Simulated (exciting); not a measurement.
Consider TiNCl, space group Pmmn.

```cif
data_structure
_symmetry_space_group_name_H-M 'P 1'
_symmetry_Int_Tables_number 1
_cell_length_a 3.2580
_cell_length_b 3.9370
_cell_length_c 7.8030
_cell_angle_alpha 90.000
_cell_angle_beta 90.000
_cell_angle_gamma 90.000
_cell_volume 100.09
loop_
_atom_site_label
_atom_site_type_symbol
_atom_site_fract_x
_atom_site_fract_y
_atom_site_fract_z
_atom_site_occupancy
Ti1 Ti 0.50000 0.00000 0.90000 1
Ti2 Ti 0.00000 0.50000 0.10000 1
Cl3 Cl 0.00000 0.00000 0.67000 1
Cl4 Cl 0.50000 0.50000 0.33000 1
N5 N 0.00000 0.00000 0.05000 1
N6 N 0.50000 0.50000 0.95000 1
```

Absorber: atom 5, with 4 Ti at 2.01 Å (4-fold, site symmetry mm2). Method: exciting, all-electron LAPW+lo, LDA, exchange and screened direct term (singlet BSE), 4×4×2 shifted k points, 45 conduction bands, |G+q| up to 3 bohr⁻¹, full RPA screening with nempty = 75, Lorentzian half width 0.45 eV.

What does the N K spectrum look like, and is there a bound core exciton?

Bound core exciton? Undecided on this mesh: the first bright state (over 5 % of the brightest) lies at 0.05 eV from the Kohn–Sham onset and at -0.10 eV from the lowest bare transition of its own mesh; weaker or dark states reach down to -0.39 eV. Maxima (height): 0.2 eV (1.00), 2.6 eV (0.64), 9.2 eV (0.29), 10.6 eV (0.32), 14.6 eV (0.26), 16.9 eV (0.29) and 20.5 eV (0.20).

Energy from the Kohn–Sham onset, core level to the lowest empty state found on the meshes used; Im ε in relative units:

```csv
E (eV),Im ε
-4.0,0.02
-3.5,0.03
-3.0,0.03
-2.5,0.04
-2.0,0.06
-1.5,0.09
-1.0,0.16
-0.5,0.34
0.0,0.83
0.5,0.93
1.0,0.67
1.5,0.53
2.0,0.46
2.5,0.60
3.0,0.59
3.5,0.53
4.0,0.45
4.5,0.33
5.0,0.22
5.5,0.16
6.0,0.15
6.5,0.17
7.0,0.19
7.5,0.23
8.0,0.25
8.5,0.25
9.0,0.29
9.5,0.28
10.0,0.28
10.5,0.32
11.0,0.30
11.5,0.25
12.0,0.22
12.5,0.22
13.0,0.23
13.5,0.25
14.0,0.26
14.5,0.26
15.0,0.25
15.5,0.19
16.0,0.19
16.5,0.25
17.0,0.28
17.5,0.24
18.0,0.20
18.5,0.20
19.0,0.18
19.5,0.19
20.0,0.20
20.5,0.20
21.0,0.20
21.5,0.20
22.0,0.17
```

With 32 k points the binding energies are rough, and fine structure above the first lines is partly noise of the mesh. Exchange and the short-range direct term aren't converged in the kernel cutoff. The zero comes from the unshifted 5×4×2 ground-state mesh; it is exact only where the band minimum lies on that mesh. The structure is a published determination, not relaxed.

[Banner, clock and machine lines of the logs are left out without a mark of their own.]

[Logs are printed without paths, hosts, clocks, repeated set-up lines and the standing remarks that a program may print on its own settings, such as how far it seeks lower states.]

[Hosts, paths, dates, database ids (printed as entryN), source tags and the programs' standing remarks are cut or masked in the printed files.]
